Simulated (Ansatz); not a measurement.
# Quasi-harmonic thermodynamics of GaAs (F-43m)

Aim: the lattice, expansion, heat capacity and bulk modulus of GaAs as it warms.

Experimental results on record:
- volume expansion coefficient 16.2 1e-6/K, heat capacity C_P per formula unit 46.8 J/mol/K and bulk modulus 74.8 GPa near room temperature (given in “High-Throughput Prediction of Finite-Temperature Properties using the Quasi-Harmonic Approximation”, 2016, arXiv:1603.06924)

Program: Ansatz 0.2.0. Level of theory: DFT LDA, scalar-relativistic, plane waves, PAW. Results are calculated unless marked as measured.

## (1) The structure

It takes space group F-43m (No. 216, cubic). Conventional cell: a = 5.654 Å, b = 5.654 Å, c = 5.654 Å, α = 90.00°, β = 90.00°, γ = 90.00°. Ga has 4 As at 2.45 Å nearest. Nearest to As lie 4 Ga at 2.45 Å. Farther neighbours are not listed.

## (2) A first coarse run

Before spending time, one coarse run tells the gap and the pressure of the starting cell.

Input file input.yaml:

```yaml
crystal:
  lattice:
    - [0.0, 2.82685, 2.82685]
    - [2.82685, 0.0, 2.82685]
    - [2.82685, 2.82685, 0.0]
  atoms:
    - { symbol: Ga, position: [0.0, 0.0, 0.0] }
    - { symbol: As, position: [0.25, 0.25, 0.25] }
kpoints:
  mp_grid: { grid: [6, 6, 6] }
hamiltonian:
  xc: lda
scf:
  occupations: { method: gaussian, width: 0.1 }
output:
  forces: true
  stress: true
  eigenvalues: true
```

Started as:

```console
> ansatz run input.yaml --threads 4 --pin off --max-ram 16384MiB --backend cpu --events-out ev --progress --plain --runs-dir out
```

Numbers of over 12 decimals in the logs are rounded to 6 here.

Output:

```text
Engine: ansatz 0.2.0, aarch64-unknown-linux-gnu
Pseudopotentials: kind: paw
Pseudopotential: Ga, paw, valence charge 13, recommended cutoff 420 eV (normal), Ga.paw.azcp
Pseudopotential: As, paw, valence charge 15, recommended cutoff 420 eV (normal), As.paw.azcp
Functional definition: SPW92
  exchange = slater_x
  correlation = pw_c
Crystal: 2 atoms, lattice volume = 45.179 Å³
Basis set: ecut = 420 eV, 893 PW (Γ)
Bands: 18, of which v1, the nominal top of the filled ones, is band 14 counted from 1 (13 counted from 0)
Symmetry: 24 space group operations
Space group: F-43m (ITA 216), of the structure as read, at distance tolerance 3.6e-5 Å
k-points: 16 of 216 (time reversal used)
Non-local potential: Ga, projectors of the file, l = 0: 2, l = 1: 2, l = 2: 3, l = 3: 1
Non-local potential: As, projectors of the file, l = 0: 2, l = 1: 2, l = 2: 3, l = 3: 1
PAW form: soft (Blöchl's): semilocal exchange-correlation on the pseudo side does not see the compensation charge
PAW frozen core: Ga, regenerated for the run's functional, and the local potential with it (the file was generated under x = pbe(κ = 0.804, μ = 0.219515), c = pbe(β = 0.066725))
PAW frozen core: As, regenerated for the run's functional, and the local potential with it (the file was generated under x = pbe(κ = 0.804, μ = 0.219515), c = pbe(β = 0.066725))
PAW one-centre angular grid: Ga, 590 points (default); XC on 64 Gauss nodes
PAW one-centre angular grid: As, 590 points (default); XC on 64 Gauss nodes
Initial density: superposition of atomic densities (neutral atoms: chi_scale 0, normalization atom), corrected by the library's trained network
Initial wavefunctions: pseudopotential atomic-orbital guess
Functional: x = slater, c = lda
SCF iter   1: F=—  HF=-8481.265392 eV  |F-HF|=—  |Δ(HF+E_count)|=         —  Δρ=4.66e-3  dr2=6.02e-3  ethr=1.77e-3  ⟨swp⟩=5.2  Hψ=1342  notcnv=0
preconditioner: auto → none  [insulator: Δε(μ)=0.256 eV  Ē_g=15.464 eV  σ=0.100 eV  W_gap=0.92  n_scr=14 (ndim 8)  ℏωp=23.4 eV  f_vac=0.086  D(μ)=0.03/eV (n_scr^D=0)  ε∞_Penn≈3.3]
SCF iter   2: F=—  HF=-8481.262737 eV  |F-HF|=—  |Δ(HF+E_count)|=   2.65e-3  Δρ=2.35e-3  dr2=9.40e-4  ethr=2.15e-5  ⟨swp⟩=2.3  Hψ=630  notcnv=0
SCF iter   3: F=—  HF=-8481.262684 eV  |F-HF|=—  |Δ(HF+E_count)|=   5.30e-5  Δρ=6.31e-4  dr2=1.77e-4  ethr=3.36e-6  ⟨swp⟩=2.0  Hψ=426  notcnv=0
SCF iter   4: F=—  HF=-8481.262603 eV  |F-HF|=—  |Δ(HF+E_count)|=   8.08e-5  Δρ=2.31e-4  dr2=1.06e-5  ethr=6.33e-7  ⟨swp⟩=2.0  Hψ=430  notcnv=0
SCF iter   5: F=—  HF=-8481.262608 eV  |F-HF|=—  |Δ(HF+E_count)|=   4.91e-6  Δρ=1.51e-5  dr2=1.01e-7  ethr=3.77e-8  ⟨swp⟩=2.0  Hψ=368  notcnv=0
SCF iter   6: F=-8481.262608 eV  HF=-8481.262608 eV  |F-HF|=2.78e-9  |Δ(HF+E_count)|=   1.42e-8  Δρ=3.55e-6  dr2=3.05e-9  ethr=3.57e-10  ⟨swp⟩=4.8  Hψ=1157  notcnv=0
SCF 1 converged in 6 iterations: F = -8481.262608 eV  dr2 = 3.05e-9
  greatest PAW one-centre occupation: 0.999 electrons in one spin orbital (limit 2), on the As atom at site 1 (counted from 0), in its partial waves of l = 2
SCF converged after 6 iterations
Free energy (F): -8481.262608 eV
Harris-Foulkes:  -8481.262608 eV  (|F-HF|=2.78e-9)
Internal energy: -8481.262483 eV  (E = F + TS)
E sigma→0 (E₀):  -8481.262546 eV
Entropy (-TS):   -0.000125 eV (-0.062 meV/atom)
Fermi energy:    8.036150 eV
--- Per-component energies (eV) ---
  E_band       = -323.586382
  E_kinetic    = 220.254256
  E_local      = -3927.327370  (includes V_loc(G=0)·N_el)
  E_nonlocal   = -238.474474
  E_hartree    = 1973.998507
  E_xc         = -147.866394
  E_vxc        = -138.330441  (∫ρ·V_xc dr)
  E_paw        = -3666.922787  (= ΣΔE_a)
  E_vpaw       = -187.705533  (= ΣTr[D̂ρ^β])
  E_aug_tail   = -0.000146  (compensation charges beyond the density's cutoff)
  E_ewald      = -2698.727786
  E_core_change = 3.803710  (= ΣΔE_core)
  E_smearing   = -0.000125  (= −TS)
  E_closure    = 0.000000  (closes the sum)
  Σ components = -8481.262608   (vs F -8481.262608, Δ=0.00e0)
--- Forces (eV/Å), atoms counted from 1 ---
  atom   1  Ga     0.00000000    -0.00000000     0.00000000
  atom   2  As    -0.00000000     0.00000000    -0.00000000
  max |Σ_I F_I| component: 2.20e-16 eV/Å
--- Stress (GPa, compression-positive) ---
       -1.918356       0.000000      -0.000000
       -0.000000      -1.918356       0.000000
       -0.000000       0.000000      -1.918356
  P = ⅓ Tr σ = -1.9184 GPa (-19.184 kbar)
--- Band table (eV; the first three rows and the last of 16) ---
  k-point 0: bands = [... 10 lower, -4.9044, 7.8797, 7.8797, 7.8797, 8.1597, 11.5588, 11.5588, 11.5588]
  k-point 1: bands = [... 10 lower, -4.5851, 5.0947, 7.4968, 7.4968, 9.3597, 12.1060, 12.1060, 12.4479]
  k-point 2: bands = [... 10 lower, -3.7606, 2.4399, 6.9495, 6.9495, 8.9393, 12.5264, 12.5264, 14.9652]
  k-point 15: bands = [... 10 lower, -2.3681, 1.1352, 4.5136, 4.6546, 11.0504, 11.2398, 14.8856, 15.1926]
```

The job ended after 0.91 s (4 threads of Arm Neoverse V2, shared host; peak memory 0.3 GiB; 1.6 s of CPU time).

Numbers from this step:

| Item | Value |
| --- | --- |
| pressure | -1.918 GPa |
| volume per atom | 22.59 Å³ |
| gap on the k-mesh | 0.2800 eV |

The start is under -1.9 GPa at this level and looks like an insulator or semiconductor on this mesh.

## (3) Relaxation

The vibrations must be taken about the equilibrium of this functional, not about the starting cell, so the structure is relaxed.

input.yaml, the sections that differ from step 2:

```yaml
kpoints:
  mp_grid: { grid: [12, 12, 12] }
scf:
  occupations: { method: gaussian, width: 0.01 }
output:
  forces: true
  stress: true
  eigenvalues: true
  write_density: true
  write_potential: true
  elf: true
  volumetric_format: npy
relax:
  adjacent_minimum: "off"
  f_tol: 0.005
  max_steps: 80
  cell: { stress_tol: 0.05 }
# crystal, hamiltonian: as in step 2
```

Output:

```text
[...]
Crystal: 2 atoms, lattice volume = 45.179 Å³
Basis set: ecut = 420 eV, 893 PW (Γ)
Bands: 18, of which v1, the nominal top of the filled ones, is band 14 counted from 1 (13 counted from 0)
Symmetry: 24 space group operations
[...]
k-points: 72 of 1728 (time reversal used)
[...]
SCF iter   1: F=—  HF=-8481.293475 eV  |F-HF|=—  |Δ(HF+E_count)|=         —  Δρ=5.25e-3  dr2=8.39e-3  ethr=1.77e-3  ⟨swp⟩=6.0  Hψ=6090  notcnv=0
[...]
SCF iter   6: F=-8481.290361 eV  HF=-8481.290361 eV  |F-HF|=4.08e-9  |Δ(HF+E_count)|=  8.19e-11  Δρ=4.45e-6  dr2=4.49e-9  ethr=3.51e-10  ⟨swp⟩=5.1  Hψ=7573  notcnv=0
SCF 1 converged in 6 iterations: F = -8481.290361 eV  dr2 = 4.49e-9
[...]
relax step   1: F+E_penalty+E_count = -8481.29036125 eV  Δ(F+E_penalty+E_count) = +0.000e0 eV  max|allowed force component| = 1.388e-16 eV/Å  Δτ_max = 0.0000 Å  P = -1.877 GPa  Ω = 45.179 Å³  (6 SCF iters, dr2 threshold 1.00e-7 eV, accepted)
Crystal: 2 atoms, lattice volume = 44.191 Å³
Basis set: ecut = 420 eV, 869 PW (Γ)
[...]
iter 1 solved again at ethr=1.88e-6 eV; its pass at ethr=3.10e-3 eV (dr2=5.26e-4 eV) is discarded
[...]
SCF iter   5: F=-8481.297507 eV  HF=-8481.297507 eV  |F-HF|=5.91e-8  |Δ(HF+E_count)|=   1.03e-8  Δρ=9.60e-6  dr2=3.04e-8  ethr=7.14e-10  ⟨swp⟩=8.6  Hψ=8997  notcnv=0
SCF 2 converged in 5 iterations: F = -8481.297507 eV  dr2 = 3.04e-8
relax step   2: F+E_penalty+E_count = -8481.29750656 eV  Δ(F+E_penalty+E_count) = -7.145e-3 eV  max|allowed force component| = 3.759e-17 eV/Å  Δτ_max = 0.0000 Å  P = -0.351 GPa  Ω = 44.191 Å³  energy of the carried Pulay correction = +1.785e-4 eV  (5 SCF iters, dr2 threshold 2.00e-7 eV, accepted)
Crystal: 2 atoms, lattice volume = 43.970 Å³
[...]
SCF iter   4: F=-8481.297779 eV  HF=-8481.297779 eV  |F-HF|=8.64e-9  |Δ(HF+E_count)|=   1.52e-7  Δρ=8.36e-6  dr2=1.37e-8  ethr=7.14e-10  ⟨swp⟩=8.9  Hψ=9778  notcnv=0
SCF 3 converged in 4 iterations: F = -8481.297779 eV  dr2 = 1.37e-8
relax step   3: F+E_penalty+E_count = -8481.29777892 eV  Δ(F+E_penalty+E_count) = -2.724e-4 eV  max|allowed force component| = 1.583e-17 eV/Å  Δτ_max = 0.0000 Å  P = +0.018 GPa  Ω = 43.970 Å³  energy of the carried Pulay correction = +2.190e-4 eV  (4 SCF iters, dr2 threshold 2.00e-7 eV, accepted)
[...]
SCF iter   1: F=—  HF=-8481.297562 eV  |F-HF|=—  |Δ(HF+E_count)|=         —  Δρ=2.12e-5  dr2=6.87e-8  ethr=3.07e-7  ⟨swp⟩=2.9  Hψ=9167  notcnv=0
eigensolver tolerance schedule: the retry pair's looser diagonalisation over-reported the residual by 1247.99 of it (diagonalisation noise at 0.14 of the residual, at the tolerance the schedule requests for it); recorded, not acted on — ethr = c·dr2/N_el stays at c = 1.0e-1
[...]
SCF iter   2: F=—  HF=-8481.297563 eV  |F-HF|=—  |Δ(HF+E_count)|=   7.32e-7  Δρ=1.77e-5  dr2=6.53e-8  ethr=2.46e-10  ⟨swp⟩=2.1  Hψ=2346  notcnv=0
[...]
SCF iter   6: F=-8481.297563 eV  HF=-8481.297563 eV  |F-HF|=1.82e-12  |Δ(HF+E_count)|=    0.00e0  Δρ=6.12e-8  dr2=5.76e-13  ethr=1.00e-12  ⟨swp⟩=5.0  Hψ=5501  notcnv=0
SCF 4 converged in 6 iterations: F = -8481.297563 eV  dr2 = 5.76e-13
relax step   4: F+E_penalty+E_count = -8481.29756294 eV  Δ(F+E_penalty+E_count) = +2.160e-4 eV  max|allowed force component| = 1.747e-17 eV/Å  Δτ_max = 0.0000 Å  P = +0.017 GPa  Ω = 43.970 Å³  stress off target by 1.73e-2 GPa  SCF on the basis re-selected at this cell (its energy is not comparable with the rows above)  (6 SCF iters)
basis re-selected at this cell: Δ(F+E_penalty+E_count) = +2.160e-4 eV, ΔP = -0.001 GPa vs the last step (what re-selecting the basis moved, of the pressure what is left beyond the Pulay correction that the steps carried, after the strain that the cell walked since its last selection, with what the two solves' SCF thresholds leave and, on support functions, any second-order correction that the steps lacked; it is no m [...]
SCF converged after 6 iterations
Free energy (F): -8481.297563 eV
[...]
Internal energy: -8481.297563 eV  (E = F + TS)
E sigma→0 (E₀):  -8481.297563 eV
Fermi energy:    8.486661 eV
[...]
--- Stress (GPa, compression-positive) ---
        0.017273      -0.000000      -0.000000
       -0.000000       0.017273       0.000000
       -0.000000       0.000000       0.017273
  P = ⅓ Tr σ = 0.0173 GPa (0.173 kbar)
--- Band table (eV; the first three rows and the last of 72) ---
  k-point 0: bands = [... 10 lower, -4.7379, 8.2423, 8.2423, 8.2423, 8.7308, 11.9378, 11.9378, 11.9378]
  k-point 1: bands = [... 10 lower, -4.6528, 6.9893, 8.1229, 8.1229, 9.5894, 12.0918, 12.1129, 12.1129]
  k-point 2: bands = [... 10 lower, -4.4053, 5.4536, 7.8440, 7.8440, 9.8389, 12.5023, 12.5023, 12.9032]
  k-point 71: bands = [... 10 lower, -2.0625, 1.4400, 4.5583, 4.7491, 12.8959, 12.9051, 13.6316, 14.2113]
--- Relaxed structure (3 steps of the walk, 3 accepted, 1 SCFs on fresh bases) ---
  F+E_penalty+E_count = -8481.29756294 eV   max|allowed force component| = 1.747e-17 eV/Å   (the final SCF, on the basis selected at the relaxed cell)
  cell:  # Å, volume = 43.9700 Å³
    - [0, 2.801402, 2.801402]
    - [2.801402, 0, 2.801402]
    - [2.801402, 2.801402, 0]
  atoms:
    - { symbol: Ga, position: [0, 0, 0] }
    - { symbol: As, position: [0.25, 0.25, 0.25] }
```

Elapsed: 5.3 s, on 4 threads; peak memory 0.41 GiB; 20 s of CPU time.

Step by step:

| step | energy less that of the first step (eV) | largest force component (eV/Å) | pressure (GPa) | volume (Å³) |
| --- | --- | --- | --- | --- |
| 1 | 0.0000 | 0.0000 | -1.88 | 45.18 |
| 2 | -0.0071 | 0.0000 | -0.35 | 44.19 |
| 3 | -0.0074 | 0.0000 | 0.02 | 43.97 |
| 4* | -0.0072 | 0.0000 | 0.02 | 43.97 |

Relaxation steps marked * repeat the geometry before them on a plane-wave basis chosen anew for their cell, so energy and pressure can jump there.

The run keeps the 24 symmetry operations that it works with, so distortions that break them were not tested.

| conventional cell, symmetrised | before | after | change |
| --- | --- | --- | --- |
| a (Å) | 5.654 | 5.603 | -0.9 % |
| b (Å) | 5.654 | 5.603 | -0.9 % |
| c (Å) | 5.654 | 5.603 | -0.9 % |
| volume (Å³/atom) | 22.59 | 21.98 | -2.7 % |

The relaxed structure:

```xyz
2
Lattice="0.0000 2.8014 2.8014 2.8014 0.0000 2.8014 2.8014 2.8014 0.0000" Properties=species:S:1:pos:R:3 pbc="T T T"
Ga    0.0000    0.0000    0.0000
As    1.4007    1.4007    1.4007
```

This step gave:

| Item | Value |
| --- | --- |
| pressure | 0.01727 GPa |
| gap on the k-mesh | 0.4886 eV |
| volume per atom | 21.98 Å³ |

Electrostatic potential energy in the ac plane of a cell with a along [110], b along [-110] and c along [001] of the cube at fractional y = 0.000, with atoms of Ga and As within 0.2 Å of it. With pseudopotentials it is smooth inside the atoms' cores, unlike the true potential.

Values in eV, 8 rows by 16 columns, each cell a mean:
```
-14  -8   3   0  -1   3  -3 -14 -14  -8   3   0  -1   3  -3 -14
  4   6  -5   5   9  -6   4   5   4   6  -5   5   9  -6   4   5
 11   9  -3   0   3  -6   7  11  11   9  -3   0   3  -6   7  11
 12  12   9   4   3   8  11  12  12  12   9   4   3   8  11  12
 12  12  12  12  11  12  12  12  12  12  12  12  11  12  12  12
 11  11  12  12  12  12  12  11  11  11  12  12  12  12  12  11
 -1   5  10  12  12  11   7   0  -1   5  10  12  12  11   7   0
-14 -11   6  11  11   9  -5 -14 -14 -11   6  11  11   9  -5 -14
```
Columns run along a (7.9 Å; values clipped at the 3rd and 97th percentile), rows up along c (5.6 Å), edges of the conventional cell, whose origin can differ from the input's. Atoms in or near the plane, at fractional coordinates: Ga at (0.50, 0.00), Ga at (0.00, 0.00), As at (0.75, 0.75), As at (0.25, 0.75).

ELF in the ac plane of a cell with a along [110], b along [-110] and c along [001] of the cube at fractional y = 0.000, with atoms of Ga and As within 0.2 Å of it. It is the smooth field of the valence electrons, not physical close to the nuclei.

Ten even steps from '_' (0.02) to '@' (0.73), each cell a mean:
```
__..==##@@%%%%%%++::____..==##@@%%%%%%++::__
::--**@@@@%%%%@@%%==::::--**@@@@%%%%@@%%==::
--++@@@@**==++%%@@##==--++@@@@**==++%%@@##==
--**%%%%==::--##@@##==--**%%%%==::--##@@##==
..==##%%**--==##%%++::..==##%%**--==##%%++::
__::++##%%##%%%%**--____::++##%%##%%%%**--__
____::++##%%%%**==..______::++##%%%%**==..__
______::==++++--..__________::==++++--..____
________......________________......________
____________________________________________
::....____________..::::....____________..::
----::..________..--------::..________..----
------::______..::----------::______..::----
..::----::..::::----....::----::..::::----..
....--==++++++++--::__....--==++++++++--::__
```
Columns run along a (7.9 Å), rows up along c (5.6 Å), edges of the conventional cell, whose origin can differ from the input's. Atoms in or near the plane, at fractional coordinates: Ga at (0.50, 0.00), Ga at (0.00, 0.00), As at (0.75, 0.75), As at (0.25, 0.75).

Valence density in the ac plane of a cell with a along [110], b along [-110] and c along [001] of the cube at fractional y = 0.000, with atoms of Ga and As within 0.2 Å of it. It is the smooth field of the valence electrons, not physical close to the nuclei.

Values in e/Å³, 8 rows by 16 columns, each cell a mean:
```
10  1  0  1  1  0  1  6 10  1  0  1  1  0  1  6
 0  0  1 10 15  2  0  0  0  0  1 10 15  2  0  0
 0  0  1  6 10  1  0  0  0  0  1  6 10  1  0  0
 0  0  0  0  0  0  0  0  0  0  0  0  0  0  0  0
 0  0  0  0  0  0  0  0  0  0  0  0  0  0  0  0
 0  0  0  0  0  0  0  0  0  0  0  0  0  0  0  0
 0  0  0  0  0  0  0  0  0  0  0  0  0  0  0  0
18  1  0  0  0  0  1 10 18  1  0  0  0  0  1 10
```
Columns run along a (7.9 Å), rows up along c (5.6 Å), edges of the conventional cell, whose origin can differ from the input's. Atoms in or near the plane, at fractional coordinates: Ga at (0.50, 0.00), Ga at (0.00, 0.00), As at (0.75, 0.75), As at (0.25, 0.75).

The relaxation ends with a pressure of 0.02 GPa.

## (4) Relaxing to small residual forces and stress

The thresholds are tightened for a last relaxation ahead of the phonons, and where mesh or smearing change with them the cell follows.

Input file input.yaml:

```yaml
crystal:
  lattice:
    - [0.0, 2.8014019346, 2.8014019346]
    - [2.8014019346, 0.0, 2.8014019346]
    - [2.8014019346, 2.8014019346, 0.0]
  atoms:
    - { symbol: Ga, position: [0.0, 0.0, 0.0] }
    - { symbol: As, position: [0.25, 0.25, 0.25] }
kpoints:
  mp_grid: { grid: [12, 12, 12] }
hamiltonian:
  xc: lda
scf:
  occupations: { method: fixed }
output:
  forces: true
  stress: true
  eigenvalues: true
relax:
  adjacent_minimum: "off"
  f_tol: 0.001
  max_steps: 60
  cell: { stress_tol: 0.01 }
```

Output:

```text
[...]
Crystal: 2 atoms, lattice volume = 43.970 Å³
Basis set: ecut = 420 eV, 869 PW (Γ)
Bands: 18, of which v1, the nominal top of the filled ones, is band 14 counted from 1 (13 counted from 0)
Symmetry: 24 space group operations
[...]
k-points: 72 of 1728 (time reversal used)
[...]
k-point 71: bands = [... 10 lower, -2.0646, 1.4382, 4.5567, 4.7474, 12.8932, 12.9016, 13.6284, 14.2086]
--- Relaxed structure (2 steps of the walk, 2 accepted, 1 SCFs on fresh bases) ---
[...]
cell:  # Å, volume = 43.9781 Å³
    - [0, 2.801575, 2.801575]
    - [2.801575, 0, 2.801575]
    - [2.801575, 2.801575, 0]
  atoms:
    - { symbol: Ga, position: [0, 0, 0] }
    - { symbol: As, position: [0.25, 0.25, 0.25] }
[key lines of the parts left out:]
SCF converged after 6 iterations
Free energy (F): -8481.297562 eV
Fermi energy:    8.239670 eV
P = ⅓ Tr σ = 0.0036 GPa (0.036 kbar)
```

Elapsed: 4.2 s, on 4 threads; peak memory 0.4 GiB.

Little changed from the start: no atom moved by 0.005 Å and no cell edge by 0.1 %.

Numbers from this step:

```
pressure          : 0.003571 GPa
gap on the k-mesh : 0.4872 eV
volume per atom   : 21.99 Å³
```

The residual pressure is 0.0036 GPa, small enough for phonons.

## (5) Relaxing at another setting

The functional, the potentials or the cutoff change, so the crystal is relaxed again at the new setting.

input.yaml, the sections that differ from step 4:

```yaml
crystal:
  lattice:
    - [0.0, 2.8015748683, 2.8015748683]
    - [2.8015748683, 0.0, 2.8015748683]
    - [2.8015748683, 2.8015748683, 0.0]
  atoms:
    - { symbol: Ga, position: [0.0, 0.0, 0.0] }
    - { symbol: As, position: [0.25, 0.25, 0.25] }
basis:
  ecutwfc: 550.0
# kpoints, hamiltonian, scf, output, relax: as in step 4
```

Output:

```text
[...]
Crystal: 2 atoms, lattice volume = 43.978 Å³
Basis set: ecut = 550 eV, 1243 PW (Γ)
Bands: 18, of which v1, the nominal top of the filled ones, is band 14 counted from 1 (13 counted from 0)
Symmetry: 24 space group operations
[...]
k-points: 72 of 1728 (time reversal used)
[...]
k-point 71: bands = [... 10 lower, -2.0650, 1.4380, 4.5563, 4.7470, 12.8926, 12.9012, 13.6278, 14.2080]
--- Relaxed structure (1 steps of the walk, 1 accepted, 1 SCFs on fresh bases) ---
[...]
cell:  # Å, volume = 43.9781 Å³
    - [0.0, 2.8015748683, 2.8015748683]
    - [2.8015748683, 0.0, 2.8015748683]
    - [2.8015748683, 2.8015748683, 0.0]
  atoms:
    - { symbol: Ga, position: [0.0, 0.0, 0.0] }
    - { symbol: As, position: [0.25, 0.25, 0.25] }
[key lines of the parts left out:]
SCF converged after 6 iterations
Free energy (F): -8481.299234 eV
Fermi energy:    8.239203 eV
P = ⅓ Tr σ = 0.0025 GPa (0.025 kbar)
```

It took 4.4 s on 4 threads; peak memory 0.43 GiB; 15 s of CPU time.

Little changed from the start: no atom moved by 0.005 Å and no cell edge by 0.1 %.

Numbers from this step:

| Property | Result |
| --- | --- |
| pressure | 0.002501 GPa |
| gap on the k-mesh | 0.4873 eV |

The residual pressure is 0.0025 GPa, small enough for phonons.

(Continued in part 2 of 3.)

[Logs are printed without paths, hosts, clocks, repeated set-up lines and the standing remarks that a program may print on its own settings, such as how far it seeks lower states.]

[Hosts, paths, dates, database ids (printed as entryN), source tags and the programs' standing remarks are cut or masked in the printed files.]

[A step with changed settings may run another functional than the one named; its input shows which.]
